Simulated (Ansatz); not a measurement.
# How many bands does the GW gap of AlGaAs2 (zincblende [001] superlattice) (P-4m2) need?

Aim: see how the G0W0 gap of AlGaAs2 (zincblende [001] superlattice) (P-4m2) on PBEsol moves with empty bands and screening cutoff, and what each rung costs.

Method: G0W0 on PBEsol, plane waves, PAW, in Ansatz 0.2.0.

The structure was built from a prototype and need not be the compound's stable phase.

## (1) Starting point

The structure is tetragonal, space group P-4m2 (No. 115). Conventional cell: a = 4.012 Å, b = 4.012 Å, c = 11.308 Å, α = 90.00°, β = 90.00°, γ = 90.00°. Nearest to Ga lie 4 As at 2.45 Å. As has 4 Ga at 2.45 Å nearest. Nearest to As lie 2 Al at 2.45 Å and 2 Ga at 2.45 Å. Nearest to Al lie 4 As at 2.45 to 2.46 Å. Nearest to As lie 4 Al at 2.46 Å. It derives from GaAs. Farther neighbours are not listed.

As a file:

```cif
data_structure
_symmetry_space_group_name_H-M 'P 1'
_symmetry_Int_Tables_number 1
_cell_length_a 4.0121
_cell_length_b 4.0122
_cell_length_c 11.3080
_cell_angle_alpha 90.000
_cell_angle_beta 90.000
_cell_angle_gamma 90.000
_cell_volume 182.03
loop_
_atom_site_label
_atom_site_type_symbol
_atom_site_fract_x
_atom_site_fract_y
_atom_site_fract_z
_atom_site_occupancy
Ga1 Ga 0.00000 0.00000 0.06264 1
As2 As 0.50000 0.00000 0.18727 1
Ga3 Ga 0.50000 0.50000 0.31189 1
As4 As 0.00000 0.50000 0.43698 1
Al5 Al 0.00000 0.00000 0.56194 1
As6 As 0.50000 0.00000 0.68726 1
Al7 Al 0.50000 0.50000 0.81258 1
As8 As 0.00000 0.50000 0.93755 1
```

The structure was relaxed with PBEsol. The runs that relaxed it are not among those shown. The default PAW set here is soft_1. Its files were made with PBE; for other functionals the partial waves and projectors stay those of PBE.

## (2) 137 empty bands, screening to 48 eV

Now the one-shot GW correction: screening in the RPA, then the self-energy of the levels asked for.

The input, input.yaml:

```yaml
crystal:
  lattice:
    - [4.0121004254, 0.0, 0.0]
    - [0.0, 4.0121774824, 0.0]
    - [0.0, 0.0, 11.3080197639]
  atoms:
    - { symbol: Ga, position: [0.0, 0.0, 0.0626448666] }
    - { symbol: As, position: [0.5, 0.0, 0.1872745596] }
    - { symbol: Ga, position: [0.5, 0.5, 0.3118934675] }
    - { symbol: As, position: [0.0, 0.5, 0.4369768512] }
    - { symbol: Al, position: [0.0, 0.0, 0.5619357869] }
    - { symbol: As, position: [0.5, 0.0, 0.6872607466] }
    - { symbol: Al, position: [0.5, 0.5, 0.8125828688] }
    - { symbol: As, position: [0.0, 0.5, 0.9375483135] }
kpoints:
  mp_grid: { grid: [4, 4, 2] }
hamiltonian:
  xc: pbesol
  pseudopotentials: { kind: paw, azcp: { folder: "./paw" } }
scf:
  occupations: { method: fixed }
gw:
  n_empty_bands: 137
  ecut_chi: 48
  qp_bands: [v2, c2]
  qp_kpoints: band_edges
  screening: { model: contour_deformation }
```

The run is started by

```console
$ ansatz run input.yaml --threads 3 --pin off --max-ram 92160MiB --backend cuda --events-out ev --progress --plain --runs-dir out --devices 1 --max-vram 13GiB
```

Numbers of over 12 decimals in the logs are rounded to 6 here.

The log of the run:

```text
Warning: 4 symmetry operations that the atoms keep within the bar at which the run's group was sought (crystal.symmetry.tolerance 1.0e-5, or twice it) were not taken beside the 4 unitary ones that the detection took (of a slab, those that keep its plane). If the more symmetric cell is meant, write the vectors of crystal.lattice to more decimals, or, with the positions in fractional coordinates, give it by lengths and [...]
Warning: <dir> the record states the generating functional pbe (its physics header spells it `PBE`), which answers neither for hamiltonian.xc's functional nor for the pbesol family's — results may be inconsistent (PPs are generated against a specific XC)
Warning: <dir> the record states the generating functional pbe (its physics header spells it `PBE`), which answers neither for hamiltonian.xc's functional nor for the pbesol family's — results may be inconsistent (PPs are generated against a specific XC)
Warning: <dir> the record states the generating functional pbe (its physics header spells it `PBE`), which answers neither for hamiltonian.xc's functional nor for the pbesol family's — results may be inconsistent (PPs are generated against a specific XC)
GPUs: using 1 of 1 available (devices: 1).
Engine: ansatz 0.2.0, x86_64-unknown-linux-gnu
Pseudopotentials: kind: paw
Pseudopotential: Ga, paw, valence charge 13, recommended cutoff 420 eV (normal), <dir>
Pseudopotential: As, paw, valence charge 15, recommended cutoff 420 eV (normal), <dir>
Pseudopotential: Al, paw, valence charge 3, recommended cutoff 420 eV (normal), <dir>
Functional definition: PBEsol
  exchange = pbesol_x
  correlation = pbesol_c
device memory: the entry about to start is reckoned to put 2.7 GiB on a device that reports 76.5 GiB free (of which the cap on the GPU budget leaves the run 13.0 GiB)
GPU FFT provider: cuFFT
GPU libraries: cuBLAS 13.8.2, cuFFT 12.4.0, cuSOLVER 12.3.4
Crystal: 8 atoms, lattice volume = 182.028 Å³
Basis set: ecut = 420 eV, 3549 PW (Γ)
Bands: 56, of which v1, the nominal top of the filled ones, is band 46 counted from 1 (45 counted from 0)
Symmetry: 4 space group operations
Space group: Pmm2 (ITA 25), of the structure as read, at distance tolerance 5.7e-5 Å
k-points: 18 of 32
Non-local potential: Ga, projectors of the file, l = 0: 2, l = 1: 2, l = 2: 3, l = 3: 1
Non-local potential: As, projectors of the file, l = 0: 2, l = 1: 2, l = 2: 3, l = 3: 1
Non-local potential: Al, projectors of the file, l = 0: 2, l = 1: 2, l = 2: 1
PAW form: soft (Blöchl's): semilocal exchange-correlation on the pseudo side does not see the compensation charge
PAW frozen core: Ga, regenerated for the run's functional, and the local potential with it (the file was generated under x = pbe(κ = 0.804, μ = 0.219515), c = pbe(β = 0.066725))
PAW frozen core: As, regenerated for the run's functional, and the local potential with it (the file was generated under x = pbe(κ = 0.804, μ = 0.219515), c = pbe(β = 0.066725))
PAW frozen core: Al, regenerated for the run's functional, and the local potential with it (the file was generated under x = pbe(κ = 0.804, μ = 0.219515), c = pbe(β = 0.066725))
PAW one-centre angular grid: Ga, 590 points (default); XC on 64 Gauss nodes
PAW one-centre angular grid: As, 590 points (default); XC on 64 Gauss nodes
PAW one-centre angular grid: Al, 110 points (default); XC on 64 Gauss nodes
Initial density: superposition of atomic densities (chi_scale 0.1, normalization cell, long waves kept (reshape's long-wave potential 0.18 eV rms))
Initial wavefunctions: pseudopotential atomic-orbital guess
GPU buffer pool allocated for 58320 grid points (all kernels)
GPU transforms: local potential and band sums: pruned to the plane-wave sphere, on 27×27×75
Functional: x = pbesol(κ = 0.804, μ = 0.123457), c = pbesol(β = 0.046)
SCF iter   1: F=—  HF=-27791.051276 eV  |F-HF|=—  |Δ(HF+E_count)|=         —  Δρ=4.21e-2  dr2=2.47e0  ethr=3.10e-3  ⟨swp⟩=4.7  Hψ=3222  notcnv=0  defer=115
preconditioner: auto → Resta (q_TF=auto, 2.435 Å⁻¹)  ε∞=3.4  [insulator: Δε(μ)=1.190 eV  Ē_g=12.936 eV  n_scr=48 (ndim 8)  ℏωp=19.8 eV  f_vac=0.000  ε∞_Penn≈3.4]
SCF iter   2: F=—  HF=-27790.619887 eV  |F-HF|=—  |Δ(HF+E_count)|=   4.31e-1  Δρ=2.27e-2  dr2=7.50e-1  ethr=2.68e-3  ⟨swp⟩=2.0  Hψ=1207  notcnv=0  defer=142
SCF iter   3: F=—  HF=-27790.441855 eV  |F-HF|=—  |Δ(HF+E_count)|=   1.78e-1  Δρ=4.49e-3  dr2=8.03e-2  ethr=8.15e-4  ⟨swp⟩=2.0  Hψ=1426  notcnv=0  defer=141
SCF iter   4: F=—  HF=-27790.412364 eV  |F-HF|=—  |Δ(HF+E_count)|=   2.95e-2  Δρ=1.97e-3  dr2=5.69e-3  ethr=8.72e-5  ⟨swp⟩=2.9  Hψ=1478  notcnv=0  defer=144
SCF iter   5: F=—  HF=-27790.415574 eV  |F-HF|=—  |Δ(HF+E_count)|=   3.21e-3  Δρ=4.74e-4  dr2=7.51e-4  ethr=6.19e-6  ⟨swp⟩=2.0  Hψ=1533  notcnv=0  defer=144
SCF iter   6: F=—  HF=-27790.415825 eV  |F-HF|=—  |Δ(HF+E_count)|=   2.52e-4  Δρ=1.81e-4  dr2=6.35e-5  ethr=8.16e-7  ⟨swp⟩=2.0  Hψ=1692  notcnv=0  defer=144
SCF iter   7: F=—  HF=-27790.415876 eV  |F-HF|=—  |Δ(HF+E_count)|=   5.08e-5  Δρ=6.24e-5  dr2=4.93e-6  ethr=6.90e-8  ⟨swp⟩=2.0  Hψ=1790  notcnv=0  defer=96
SCF iter   8: F=—  HF=-27790.415882 eV  |F-HF|=—  |Δ(HF+E_count)|=   5.68e-6  Δρ=2.31e-5  dr2=7.51e-7  ethr=5.36e-9  ⟨swp⟩=2.0  Hψ=1747  notcnv=0  defer=101
[...]
NSCF: frozen V_eff on 18 k-points
the band table was solved once the SCF had ended and its energy, with any forces and stress, was formed, with the checks that follow a solve (4205 applications of the Hamiltonian). They found nothing against the state; the energy, forces and stress were not computed again (output.eigenvalues in the input reference)
device memory: the entry about to start is reckoned to put 4.6 GiB on a device that reports 74.0 GiB free (of which the cap on the GPU budget leaves the run 13.0 GiB)
NSCF: frozen V_eff on 18 k-points
G₀W₀ screening: q 1/18
[... further progress lines ...]
SCF converged after 9 iterations
Free energy (F): -27790.415882 eV
Harris-Foulkes:  -27790.415882 eV  (|F-HF|=8.93e-9)
Internal energy: -27790.415882 eV  (E = F + TS)
E sigma→0 (E₀):  -27790.415882 eV
Fermi energy:    6.857817 eV
--- Per-component energies (eV) ---
  E_band       = -1210.294594
  E_kinetic    = 661.537382
  E_local      = -13469.010926  (includes V_loc(G=0)·N_el)
  E_nonlocal   = -1731.346275
  E_hartree    = 7535.112205
  E_xc         = -480.362669
  E_vxc        = -465.788409  (∫ρ·V_xc dr)
  E_paw        = -12703.220259  (= ΣΔE_a)
  E_vpaw       = -1275.903084  (= ΣTr[D̂ρ^β])
  E_aug_tail   = -0.000538  (compensation charges beyond the density's cutoff)
  E_ewald      = -7608.754760
  E_core_change = 5.629957  (= ΣΔE_core)
  E_smearing   = -0.000000  (= −TS)
  E_closure    = 0.000000  (closes the sum)
  Σ components = -27790.415882   (vs F -27790.415882, Δ=0.00e0)
--- Band table (eV; the first three rows and the last of 18) ---
  k-point 0: bands = [... 42 lower, 5.3331, 6.8552, 6.8577, 6.8578, 7.9220, 8.1775, 8.6474, 9.1261, ... 6 higher]
  k-point 1: bands = [... 42 lower, 6.1441, 6.1442, 6.3957, 6.3959, 8.2278, 8.5476, 9.0647, 9.1221, ... 6 higher]
  k-point 2: bands = [... 42 lower, 5.5572, 5.5773, 5.6715, 6.6344, 8.8066, 9.2060, 9.4288, 9.8634, ... 6 higher]
  k-point 17: bands = [... 42 lower, 4.0135, 4.0464, 4.0675, 4.0881, 9.0146, 9.2457, 9.3416, 9.5730, ... 6 higher]
--- G₀W₀: contour deformation, 6 samples at zero and on the imaginary axis and 1 off it, 32 q-points, 137 empty bands' worth ---
  eigenvalues of the whole cell's RPA ε∞ on this k-mesh (on a slab, of 1 + 4πα/V) = 17.5326, 20.2540, 20.2549; static W/v taken at q = 0 is 0.050660
  gw.qp_kpoints: band_edges: 12 of 18 stored k-points solved, in 1 pass; an edge of the gap read off the rows below is read off those points alone
    valence top: of the k-points left out ik 5 came nearest to being solved in a further pass, in band 46 (counted from 1, as in the quasiparticle table): it holds the edge there only if its correction is more favourable than any solved in that band by at least 0.976 eV; those differ by 0.181 eV
    conduction bottom: of the k-points left out ik 13 came nearest to being solved in a further pass, in band 47 (counted from 1, as in the quasiparticle table): it holds the edge there only if its correction is more favourable than any solved in that band by at least 0.847 eV; those differ by 0.573 eV
  `?` marks the rows in doubt; gw_qp.tsv's column doubts and the gw_qp event give each row's grounds
    ik  band        ε_KS         Σx   Σc(E_QP)       V_xc       Z   E_QP_lin       E_QP  E_QP is
     0    45      6.8577   -16.4128     1.6973   -14.7224  0.7660     6.8646     6.8646  root
     0    46      6.8578   -16.4130     1.6973   -14.7225  0.7660     6.8647     6.8647  root
     0    47      7.9220   -10.5232    -3.3310   -14.7066  0.7762     8.8039     8.7744  root ?
     0    48      8.1775    -6.2310    -3.5874   -10.1320  0.7790     8.4933     8.4911  root
     1    45      6.3957   -16.1455     1.7559   -14.3512  0.7616     6.3573     6.3573  root
     1    46      6.3959   -16.1457     1.7560   -14.3513  0.7616     6.3575     6.3575  root
     1    47      8.2278    -6.3026    -3.5746   -10.2190  0.7764     8.5723     8.5696  root
     1    48      8.5476    -6.8244    -3.5720   -10.7344  0.7786     8.8882     8.8855  root
     2    45      5.6715   -15.3425     1.7663   -13.5071  0.7563     5.6023     5.6024  root
     2    46      6.6344   -16.3776     1.7794   -14.5918  0.7637     6.6280     6.6280  root
     2    47      8.8066    -6.8983    -3.6608   -10.9727  0.7752     9.2244     9.2201  root
     2    48      9.2060    -9.7826    -3.5011   -14.0100  0.7692     9.9505     9.9323  root
     3    45      6.3178   -15.9465     1.6651   -14.2676  0.7632     6.3040     6.3040  root
     3    46      6.3671   -16.3097     1.8174   -14.4629  0.7614     6.3377     6.3378  root
     3    47      8.4807    -9.3555    -3.4299   -13.5025  0.7742     9.2143     9.1978  root
     3    48      8.9452    -8.3728    -3.6030   -12.5610  0.7737     9.5402     9.5303  root
     4    45      5.8911   -15.8662     1.8471   -13.9679  0.7585     5.8398     5.8399  root
     4    46      5.8931   -16.3044     1.9977   -14.2592  0.7572     5.8455     5.8456  root
     4    47      8.2683    -9.1047    -3.4030   -13.1614  0.7760     8.9345     8.9220  root
     4    48      8.2991    -9.0766    -3.4096   -13.1331  0.7758     8.9581     8.9459  root
     6    45      5.6716   -15.3426     1.7662   -13.5073  0.7563     5.6024     5.6025  root
     6    46      6.6342   -16.3774     1.7794   -14.5917  0.7637     6.6279     6.6279  root
     6    47      8.8062    -6.8984    -3.6608   -10.9727  0.7752     9.2241     9.2197  root
     6    48      9.2060    -9.7825    -3.5011   -14.0098  0.7692     9.9504     9.9323  root
     7    45      6.3178   -15.9465     1.6652   -14.2675  0.7632     6.3039     6.3039  root
[...]
15    45      5.0545   -15.5315     2.1608   -13.2324  0.7468     4.9157     4.9161  root
    15    46      5.0576   -15.5851     2.1400   -13.3173  0.7478     4.9295     4.9299  root
    15    47      8.9628    -7.0023    -3.5961   -11.0348  0.7751     9.4040     9.3992  root
    15    48      9.0209    -7.2496    -3.5870   -11.2807  0.7747     9.4700     9.4649  root
    16    45      4.4408   -15.4235     2.3732   -12.8767  0.7381     4.2663     4.2672  root
    16    46      4.4408   -15.4235     2.3732   -12.8767  0.7381     4.2663     4.2672  root
    16    47      8.1647    -6.0703    -3.4822    -9.8322  0.7813     8.4461     8.4444  root
    16    48      8.1998    -6.1408    -3.4886    -9.9048  0.7816     8.4768     8.4752  root
```

It took 27 s on 1 × NVIDIA H100 80GB HBM3 (shared by 6 runs) with 3 threads of AMD EPYC 7R13 (Zen 3), shared host; peak memory 1.4 GiB.

This step gave:

```
bands summed                                 : 183
RPA ε∞ on this mesh (eigenvalues)            : 17.53, 20.25, 20.25
plane waves in the screening matrix          : 145
q-points in the mesh                         : 32
G0W0 gap on the mesh                         : 1.580 eV
k of the valence top                         : 0, 0, 0
k of the conduction bottom                   : -0.5, -0.5, 0
starting gap on the mesh                     : 1.064 eV
Z at the valence top                         : 0.7660
Z at the conduction bottom                   : 0.7813
least direct G0W0 gap on the computed points : 1.626 eV
```

The gap on the mesh goes from 1.06 eV to 1.58 eV, a correction of +0.52 eV, though a band edge has moved to another state.

## (3) 543 empty bands, screening to 120 eV

Another rung: the empty bands reach about as high as the screening cutoff, so the two stay in balance.

Changes to input.yaml since step 2:

```diff
@@ -22,4 +22,4 @@
 gw:
-  n_empty_bands: 137
-  ecut_chi: 48
+  n_empty_bands: 543
+  ecut_chi: 120.0
   qp_bands: [v2, c2]
```

The log of the run:

```text
[...]
GPUs: using 1 of 1 available (devices: 1).
[...]
GPU FFT provider: cuFFT
GPU libraries: cuBLAS 13.8.2, cuFFT 12.4.0, cuSOLVER 12.3.4
Crystal: 8 atoms, lattice volume = 182.028 Å³
Basis set: ecut = 420 eV, 3549 PW (Γ)
Bands: 56, of which v1, the nominal top of the filled ones, is band 46 counted from 1 (45 counted from 0)
[... 1 set-up line as in the run before ...]
[...]
k-points: 18 of 32
[...]
GPU buffer pool allocated for 58320 grid points (all kernels)
[...]
SCF iter   1: F=—  HF=-27791.051276 eV  |F-HF|=—  |Δ(HF+E_count)|=         —  Δρ=4.21e-2  dr2=2.47e0  ethr=3.10e-3  ⟨swp⟩=4.7  Hψ=3222  notcnv=0  defer=115
[...]
SCF iter   9: F=-27790.415882 eV  HF=-27790.415882 eV  |F-HF|=8.93e-9  |Δ(HF+E_count)|=   1.70e-7  Δρ=5.50e-6  dr2=5.93e-8  ethr=1.09e-10  ⟨swp⟩=9.4  Hψ=4613  notcnv=0
SCF 1 converged in 9 iterations: F = -27790.415882 eV  dr2 = 5.93e-8
[...]
NSCF: frozen V_eff on 18 k-points
[...]
G₀W₀ screening: q 1/18
[... further progress lines ...]
SCF converged after 9 iterations
Free energy (F): -27790.415882 eV
[...]
Internal energy: -27790.415882 eV  (E = F + TS)
E sigma→0 (E₀):  -27790.415882 eV
Fermi energy:    6.857817 eV
[...]
--- Band table (eV; the first three rows and the last of 18) ---
  k-point 0: bands = [... 42 lower, 5.3331, 6.8552, 6.8577, 6.8578, 7.9220, 8.1775, 8.6474, 9.1261, ... 6 higher]
  k-point 1: bands = [... 42 lower, 6.1441, 6.1442, 6.3957, 6.3959, 8.2278, 8.5476, 9.0647, 9.1221, ... 6 higher]
  k-point 2: bands = [... 42 lower, 5.5572, 5.5773, 5.6715, 6.6344, 8.8066, 9.2060, 9.4288, 9.8634, ... 6 higher]
  k-point 17: bands = [... 42 lower, 4.0135, 4.0464, 4.0675, 4.0881, 9.0146, 9.2457, 9.3416, 9.5730, ... 6 higher]
[...]
0    45      6.8577   -16.4128     1.2044   -14.7224  0.7610     6.3659     6.3717  root
     0    46      6.8578   -16.4130     1.2045   -14.7225  0.7610     6.3660     6.3719  root
     0    47      7.9220   -10.5232    -3.7870   -14.7066  0.7738     8.3218     8.3184  root
     0    48      8.1775    -6.2310    -3.8057   -10.1320  0.7783     8.2730     8.2727  root
     1    45      6.3957   -16.1455     1.3107   -14.3512  0.7574     5.9061     5.9121  root
     1    46      6.3959   -16.1457     1.3107   -14.3513  0.7574     5.9062     5.9123  root
     1    47      8.2278    -6.3026    -3.8078   -10.2190  0.7755     8.3365     8.3362  root
     1    48      8.5476    -6.8244    -3.8138   -10.7344  0.7777     8.6439     8.6436  root
[...]
16    45      4.4408   -15.4235     1.9899   -12.8767  0.7349     3.8731     3.8839  root
    16    46      4.4408   -15.4235     1.9899   -12.8767  0.7349     3.8731     3.8839  root
    16    47      8.1647    -6.0703    -3.6960    -9.8322  0.7806     8.2307     8.2306  root
    16    48      8.1998    -6.1408    -3.6995    -9.9048  0.7809     8.2644     8.2643  root
```

Elapsed: 43 s, on 1 × NVIDIA H100 80GB HBM3 (shared by 6 runs) with 3 threads; peak memory 2.6 GiB.

This step gave:

```
bands summed                                 : 589
RPA ε∞ on this mesh (eigenvalues)            : 17.17, 19.80, 19.80
plane waves in the screening matrix          : 529
q-points in the mesh                         : 32
G0W0 gap on the mesh                         : 1.859 eV
k of the valence top                         : 0, 0, 0
k of the conduction bottom                   : -0.5, -0.5, 0
starting gap on the mesh                     : 1.064 eV
Z at the valence top                         : 0.7610
Z at the conduction bottom                   : 0.7806
least direct G0W0 gap on the computed points : 1.901 eV
```

Against the run with 4×4×2 mesh, 137 empty bands, screening to 48 eV, the gap moves by +0.28 eV.

## (4) Side by side

Times are wall times on 1 × NVIDIA H100 80GB HBM3 (shared by 6 runs) with 3 threads of AMD EPYC 7R13 (Zen 3), shared host, good to a factor of about two.

| mesh | files | frequency | bands summed | cutoff (eV) | start (eV) | G0W0 (eV) | time | host memory (GiB) |
| --- | --- | --- | --- | --- | --- | --- | --- | --- |
| 4×4×2 | default PAW | contour deformation | 183 | 48 | 1.064 | 1.580 | 27 s | 1.4 |
| 4×4×2 | default PAW | contour deformation | 589 | 120 | 1.064 | 1.859 | 43 s | 2.6 |

How the two edges are built up, in eV (the quasiparticle level is the starting level plus Σx plus Σc less Vxc):

```
      run               edge  start      Σx     Σc     Vxc     Z    QP
183 bands        valence top   6.86  -16.41   1.70  -14.72  0.77  6.86
183 bands  conduction bottom   8.16   -6.07  -3.48   -9.83  0.78  8.44
589 bands        valence top   6.86  -16.41   1.20  -14.72  0.76  6.37
589 bands  conduction bottom   8.16   -6.07  -3.70   -9.83  0.78  8.23
```

 Where G0W0 reorders the edges (183 bands and 589 bands), the two states listed lie further apart at the start than the starting gap.

## (5) What came out

```json
{
 "183 bands, 48 eV": "1.580 eV",
 "589 bands, 120 eV": "1.859 eV",
 "estimated limit in bands and cutoff": "1.98 eV",
 "mesh and start": "4×4×2, PBEsol"
}
```

In words: A line in one over the bands through the two rungs gives 1.98 eV, +0.13 eV from the top rung; with two points alone it is an unchecked estimate. The rungs stand 0.40 eV (183 bands) and 0.13 eV (589 bands) from it. From 183 to 589 bands the gap moves by +0.28 eV. Σc changes by −0.49 eV at the valence top and −0.21 eV at the conduction bottom, so the valence edge carries most of the change. The 4×4×2 mesh is coarse for this cell (its supercell is 16 Å along the shortest edge). The RPA ε∞ on it, from the PBEsol start, is 17.17 and 19.80; such meshes misread the long-range screening, most where the gap is narrow. The many-body steps are scalar-relativistic: spin-orbit coupling is not in them.

[Paths, hosts, dates, memory and timing lines, banners, echoed tables and standing remarks are left out of the program output.]

[Logs are printed without paths, hosts, clocks, repeated set-up lines and the standing remarks that a program may print on its own settings, such as how far it seeks lower states.]

[Runs of the session that timed out or met a known fault of the program may be left out.]

[Cells called generated may have been cut or substituted from an entry of the Crystallography Open Database or the Materials Project.]

[Hosts, paths, dates, database ids (printed as entryN), source tags and the programs' standing remarks are cut or masked in the printed files.]
